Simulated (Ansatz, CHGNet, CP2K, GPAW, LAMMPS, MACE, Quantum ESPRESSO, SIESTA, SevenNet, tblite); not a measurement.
# Glassy 71SiO2-12Al2O3-17CaO (mol %) (74 atoms) in tblite

Aim: run glassy 71SiO2-12Al2O3-17CaO (mol %) (74 atoms) in tblite and see how near its forces come to a plane-wave reference, and at what cost.

Calculated with tblite 0.8.0; the method is named at each step.

**1. Set-up**

The cell holds 74 atoms: 17 Si, 6 Al, 4 Ca and 47 O. Its edges and angles: a = 9.897 Å, b = 9.897 Å, c = 9.897 Å, α = 90.0°, β = 90.0°, γ = 90.0°. 74 atoms (17 Si, 6 Al, 4 Ca, 47 O) placed at random at 2.49 g/cm³, melted at 4000 K for 10 ps at fixed volume with the Morse and Coulomb pair potential with partial charges (Pedone, Malavasi, Menziani, Cormack and Segre, J. Phys. Chem. B 110, 11780 (2006)). Quenched from 4000 K to 300 K at 500 K/ps and fixed volume, held 10 ps at zero pressure.

The yardstick, on the same geometry:

```
method                                           : Kohn-Sham DFT, PBE, SSSP efficiency 1.3.0 pseudopotentials, plane waves (Quantum ESPRESSO 7.5); sssp-pbe-1.3.0-efficiency, cutoffs 60/480 Ry, Γ point
r.m.s. force component                           : 1.425 eV/Å
longest force                                    : 4.91 eV/Å
pressure                                         : 6.921 GPa
gap (highest filled to lowest empty level) : 2.909 eV
time                                             : 3.8 min on 2 MPI ranks of Arm Neoverse V2, shared host
CPU time                                         : 7.7 min
```

**2. IPEA1-xTB**

Method: IPEA1-xTB tight binding, diagonalisation.

The input, run.py:

```python
import numpy as np
from ase.io import read
from tblite.ase import TBLite

atoms = read("structure.xyz")
atoms.calc = TBLite(method="IPEA1-xTB", electronic_temperature=580, accuracy=1.0, max_iterations=250, mixer_damping=0.4, verbosity=1)
energy = atoms.get_potential_energy()
forces = atoms.get_forces()
print(f"energy {energy:.6f} eV")
print("forces (eV/A)")
for i, (a, f) in enumerate(zip(atoms, forces)):
    print(f"{i:4d} {a.symbol:2s} {f[0]:10.5f} {f[1]:10.5f} {f[2]:10.5f}")
stress = -atoms.get_stress(voigt=False) * 160.21766
print("stress (GPa, compression positive)")
for row in stress:
    print(" ".join(f"{x:10.4f}" for x in row))
print("charges (e)")
print(np.array2string(atoms.get_charges(), precision=4, suppress_small=True, max_line_width=110, threshold=100000))
```

The input, structure.xyz:

```xyz
74
Lattice="9.89690 0.00000 0.00000 0.00000 9.89690 0.00000 0.00000 0.00000 9.89690" Properties=species:S:1:pos:R:3 pbc="T T T"
Si 7.40387 4.09494 7.43930
Si 0.12163 0.74920 2.96660
Si 1.87220 2.36338 4.81187
Si 9.49984 1.73849 0.21565
Si 6.38855 9.67709 5.33007
Si 4.06941 6.96049 3.44551
Si 2.14416 4.52001 2.59922
Si 8.58368 8.09557 4.08801
Si 5.07355 5.78028 6.22485
Si 9.05339 5.25387 2.76905
Si 5.99435 7.61933 1.17823
Si 2.74946 9.27993 1.99927
Si 6.91783 1.14596 8.18018
Si 4.24834 6.80115 8.84169
Si 4.02339 3.86613 0.09412
Si 3.34832 9.68006 6.12539
Si 2.14545 4.72171 6.90190
Al 9.27874 5.49713 5.87836
Al 1.31272 7.72156 9.40107
Al 3.98004 0.58372 9.22975
Al 0.69793 4.73685 9.80674
Al 6.94762 4.73102 0.64567
Al 0.94595 7.71077 6.46099
Ca 8.02065 2.63535 4.99902
Ca 8.21482 7.45722 8.72006
Ca 5.96536 1.19861 1.94029
Ca 1.72721 1.90921 8.02639
O 9.21065 9.41462 3.49232
O 3.19907 0.12064 7.75204
O 6.25306 4.66164 6.36648
O 6.57946 0.97207 4.28892
O 0.44091 8.33497 7.94256
O 1.99462 8.28143 0.94387
O 1.66288 0.51246 2.78924
O 6.67061 8.89751 1.61458
O 7.17981 0.08709 6.87478
O 8.08468 6.21565 6.92169
O 2.76589 7.13052 8.58992
O 3.64463 0.24861 1.02106
O 5.24575 6.72029 2.30697
O 2.90909 5.81839 3.12643
O 6.81352 2.47551 7.30658
O 2.75896 4.21262 1.11865
O 5.66053 0.71149 9.02508
O 0.39162 6.29166 9.73291
O 0.84995 0.82164 9.68629
O 7.97265 4.42490 1.97206
O 4.85651 9.63127 5.67607
O 7.30936 4.50111 8.89603
O 0.65428 4.86660 2.21493
O 3.63978 4.97379 6.50959
O 5.07335 6.88557 7.45613
O 0.35757 1.86784 4.36483
O 8.15356 1.25216 9.24024
O 1.74086 3.31596 6.07214
O 4.39224 5.24209 9.30952
[... 14 atom lines left out ...]
O 7.16070 8.48669 4.69746
O 9.28369 1.48048 1.79114
O 2.72561 1.17545 5.34155
O 9.60276 7.60122 5.22032
```

Launch:

```sh
OMP_NUM_THREADS=1 python run.py > output.txt
```

What it wrote:

```text
------------------------------------------------------------
  cycle        total energy    energy error   density error
------------------------------------------------------------
      1     -266.2389374463  -2.6749697E+02   8.3201529E-01
      2     -270.8863508647  -4.6474134E+00   4.6448972E-01
      3     -269.7619004707   1.1244504E+00   3.3283609E-01
      4     -273.1890129563  -3.4271125E+00   3.9252269E-02
      5     -273.2507829654  -6.1770009E-02   1.4039034E-02
      6     -273.2568555241  -6.0725587E-03   5.5025859E-03
      7     -273.2571591934  -3.0366939E-04   2.7766656E-03
      8     -273.2575319711  -3.7277762E-04   5.8083292E-04
      9     -273.2575462845  -1.4313435E-05   2.5401103E-04
     10     -273.2575468491  -5.6461744E-07   1.2277654E-04
     11     -273.2575474510  -6.0187682E-07   3.0669081E-05
     12     -273.2575475098  -5.8829642E-08   5.8487951E-06
------------------------------------------------------------
 total:                                   4.162 sec
energy -7435.716609 eV
forces (eV/A)
   0 Si    0.69668    0.18254   -3.18388
   1 Si   -0.10829    2.63047    2.93921
   2 Si   -1.60513    0.27069   -0.72139
   3 Si    0.15361   -2.00658   -2.04622
   4 Si    1.50936    3.04039    1.71629
   5 Si    1.36857   -2.80087   -0.79131
   6 Si    1.41651    1.74816   -2.50354
   7 Si    0.88998   -2.67052   -0.69791
   8 Si    0.13261   -1.26677    1.52052
   9 Si   -0.77446   -0.54434    0.95500
  10 Si    1.29935   -1.74458   -0.83238
  11 Si   -2.74628    1.03270   -1.80430
  12 Si    0.89055   -1.55360   -0.69885
  13 Si    1.10454   -0.20724   -0.21810
  14 Si    0.82612   -1.09951    1.44072
  15 Si   -1.30184    2.21938    1.30299
  16 Si   -1.37504   -0.57522   -1.66772
  17 Al   -0.41975   -0.00484    1.18544
  18 Al   -0.41966    0.55355   -1.10833
  19 Al   -0.20331    1.19754    0.48069
  20 Al    1.60642   -2.41875    0.34835
  21 Al   -1.28984   -0.02868    0.23737
  22 Al    0.31121   -0.55895   -0.47312
  23 Ca    0.50616    0.32494   -0.05729
[...]
66 O     1.02398   -0.73091    0.77981
  67 O    -0.71279    0.41004   -0.38104
  68 O    -0.01407    1.18823   -0.29590
  69 O    -0.36365    2.35168    0.18979
  70 O     0.34039   -2.70915   -0.69969
  71 O    -1.24286    0.23769    0.59147
  72 O     1.45293   -2.07629    0.65543
  73 O    -0.02487   -0.17060    0.25241
stress (GPa, compression positive)
    3.6194    -0.1603    -1.4160
   -0.1603     3.5724    -2.0130
   -1.4160    -2.0130     3.2853
charges (e)
[ 0.3762  0.4166  0.4065  0.3523  0.3815  0.4065  0.4139  0.4052  0.4299  0.3895  0.338   0.3947  0.3631
  0.3742  0.3816  0.3724  0.3804  0.3158  0.3065  0.3037  0.3353  0.2811  0.3067  0.7516  0.7161  0.7511
  0.7938 -0.184  -0.269  -0.2128 -0.3193 -0.3446 -0.2805 -0.2112 -0.3029 -0.2483 -0.3754 -0.2727 -0.2605
 -0.2218 -0.2056 -0.257  -0.1985 -0.2581 -0.3418 -0.3238 -0.2551 -0.1705 -0.2531 -0.172  -0.2122 -0.2149
 -0.2207 -0.1983 -0.1993 -0.1873 -0.1793 -0.2577 -0.3004 -0.2436 -0.2558 -0.2691 -0.2802 -0.3025 -0.1836
 -0.1878 -0.292  -0.1926 -0.2636 -0.2231 -0.1813 -0.1779 -0.209  -0.2739]
```

It took 4.7 s on 1 thread of Arm Neoverse V2, shared host; peak memory 0.12 GiB.

Banners, paths, timers and routine set-up lines are dropped from the logs unmarked, and long logs keep their key lines alone; longer cuts are marked.

Numbers from this run, and their distance from the reference:

| Item | Value |
| --- | --- |
| r.m.s. force component | 1.219 eV/Å |
| r.m.s. difference of force components | 534.3 meV/Å |
| longest difference of force vectors | 2152 meV/Å |
| force difference over r.m.s. force | 37.5 % |
| slope of forces against the reference's | 0.7959 |
| correlation of force components | 0.93 |
| pressure | 3.492 GPa |
| pressure difference | -3.429 GPa |

Length of the force difference by element (eV/Å):

```csv
element,atoms,mean,most
Al,6,0.98,1.3
Ca,4,0.61,0.85
O,47,0.61,1.4
Si,17,1.3,2.2
```

Local excerpt of 9 atoms (numbers count through the whole input) about O37, whose charge lies farthest from its element's mean; x, y, z are measured from there.

```csv
atom,x,y,z,distance (Å),bonds,Mulliken charge (e),Fx,Fy,Fz (eV/Å)
O37,0.00,0.00,0.00,0.00,2,-0.38,0.19,-0.06,1.25
Al18,1.19,-0.72,-1.04,1.74,4,0.32,-0.42,0.00,1.19
Ca25,0.13,1.24,1.80,2.19,4,0.72,0.18,-0.71,-0.51
Si1,-0.68,-2.12,0.52,2.29,4,0.38,0.70,0.18,-3.18
O30,-1.83,-1.55,-0.56,2.47,2,-0.21,-1.79,1.11,-1.09
O64,0.78,-2.40,-0.13,2.53,3,-0.30,1.11,-0.07,-0.86
O74,1.52,1.39,-1.70,2.67,2,-0.27,-0.02,-0.17,0.25
O49,-0.78,-1.71,1.97,2.73,2,-0.25,0.06,0.56,2.75
O60,2.88,-0.37,-0.51,2.95,3,-0.24,0.36,0.86,-0.78
```

Atoms are counted from 1 here, from 0 in the log.

Forces lie 37 % from the reference's, at 0.010 times its CPU time (on 1 against 2 cores).

**3. GFN2-xTB**

Method: GFN2-xTB tight binding, diagonalisation.

run.py: that of step 2 with these lines changed.

```diff
@@ -5,3 +5,3 @@
 atoms = read("structure.xyz")
-atoms.calc = TBLite(method="IPEA1-xTB", electronic_temperature=580, accuracy=1.0, max_iterations=250, mixer_damping=0.4, verbosity=1)
+atoms.calc = TBLite(method="GFN2-xTB", electronic_temperature=580, accuracy=1.0, max_iterations=250, mixer_damping=0.4, verbosity=1)
 energy = atoms.get_potential_energy()
```

structure.xyz is that of step 2.

What it wrote:

```text
------------------------------------------------------------
  cycle        total energy    energy error   density error
------------------------------------------------------------
      1     -220.9726951530  -2.2234641E+02   4.9463234E-01
      2     -231.6808656226  -1.0708170E+01   3.4279970E-01
      3     -232.6437826463  -9.6291702E-01   2.2259789E-01
[...]
46     -232.8614506989  -5.5657949E-09   2.2066624E-05
     47     -232.8614507002  -1.2950920E-09   1.2566768E-05
------------------------------------------------------------
 total:                                   7.049 sec
energy -6336.482825 eV
forces (eV/A)
   0 Si   -0.22643   -1.03665   -3.25723
   1 Si    1.69741    0.91623    1.58231
   2 Si   -1.54570    0.57860   -1.05731
[...]
72 O     1.50032   -1.59976    0.42771
  73 O     0.37506   -0.24474    0.22185
stress (GPa, compression positive)
   -0.4954    -0.1527    -0.9233
   -0.1527    -1.7777    -2.7368
   -0.9233    -2.7368    -1.0615
charges (e)
[ 0.7306  0.6354  0.6789  0.655   0.6449  0.625   0.6593  0.6548  0.6505  0.7068  0.6576  0.6438  0.6689
  0.6773  0.6985  0.6336  0.7142  0.3833  0.3906  0.3777  0.3878  0.3821  0.3876  0.4425  0.3444  0.4558
  0.3675 -0.2882 -0.2314 -0.3176 -0.3983 -0.2953 -0.311  -0.3411 -0.3891 -0.3172 -0.3962 -0.357  -0.284
 -0.3556 -0.3162 -0.3992 -0.3579 -0.3112 -0.2812 -0.3066 -0.2893 -0.2255 -0.3027 -0.301  -0.3614 -0.3831
 -0.3566 -0.3122 -0.3341 -0.3616 -0.2844 -0.3358 -0.327  -0.3058 -0.2642 -0.3164 -0.3523 -0.3845 -0.2852
 -0.2905 -0.3478 -0.4263 -0.3594 -0.3231 -0.2494 -0.3177 -0.2936 -0.3093]
```

Run time: 7.6 s. Hardware: 1 thread; peak memory 0.12 GiB.

Compared with the plane-wave run:

| Item | Value |
| --- | --- |
| r.m.s. force component | 1.275 eV/Å |
| r.m.s. difference of force components | 486.1 meV/Å |
| longest difference of force vectors | 1645 meV/Å |
| force difference over r.m.s. force | 34.12 % |
| slope of forces against the reference's | 0.8419 |
| correlation of force components | 0.9412 |
| pressure | -1.111 GPa |
| pressure difference | -8.033 GPa |

Against the first run (37 %), the force difference from the reference is 34 %, at 1.6 times the CPU time (47 SCF steps against 12).

**4. The ladder**

Differences are against the plane-wave reference, forces as r.m.s. over components; share is that over the reference's r.m.s. force, slope the least-squares factor from reference forces to these. Total energies of different programs have different zeros and aren't compared.

```csv
run,"Δ force, r.m.s. (meV/Å)",share (%),slope,Δ pressure (GPa),cores,CPU time,memory (GiB)
reference,-,-,-,-,2,7.7 min,2.8
tblite IPEA1-xTB,534,37.5,0.796,-3.43,1,4.7 s,0.12
tblite GFN2-xTB,486,34.1,0.842,-8.03,1,7.6 s,0.12
```

CPU time is summed over cores on a shared host, where runs went side by side, so it is rough. Symmetry, cutoffs, thresholds, outputs and thread counts weren't matched or tuned between programs; memory under MPI is the largest rank's times the ranks.

**5. Outcome**

```
nearest in forces : tblite GFN2-xTB, 34 %
its CPU time      : 7.6 s
```

In words: Tight binding differs by 34 % (tblite GFN2-xTB) to 37 % (tblite IPEA1-xTB); it is another model, with fitted parameters of its own, and the xTB methods hold dispersion. IPEA1-xTB was fitted to ionisation energies and electron affinities, not to forces or charges. Of the electronic-structure runs that take under half the reference's CPU time, tblite GFN2-xTB comes nearest, at 34 % in 7.6 s against 7.7 min; its pressure misses by -8.0 GPa. Periodic xTB results under one method name differ between programs and library versions. The reference's pressure holds the uncorrected Pulay stress of its 60 Ry basis, so small pressure differences, and their order, may be the reference's own error. The quench rate of 500 K/ps is many orders above laboratory rates, so the cell is likely richer in defects and strain than a real sample. The network of bonds at the start is that of the classical potential that made the cell, and needn't be the one that DFT or experiment would give. The electronic-structure runs sample only Γ, in a cell whose shortest periodic width is 10 Å.

[Also dropped from logs without a mark: logging warnings of Python, and SIESTA's first energy breakdown and zero terms.]

[Logs are printed without paths, hosts, clocks, repeated set-up lines and the standing remarks that a program may print on its own settings, such as how far it seeks lower states.]

[Hosts, paths, dates, database ids (printed as entryN), source tags and the programs' standing remarks are cut or masked in the printed files.]
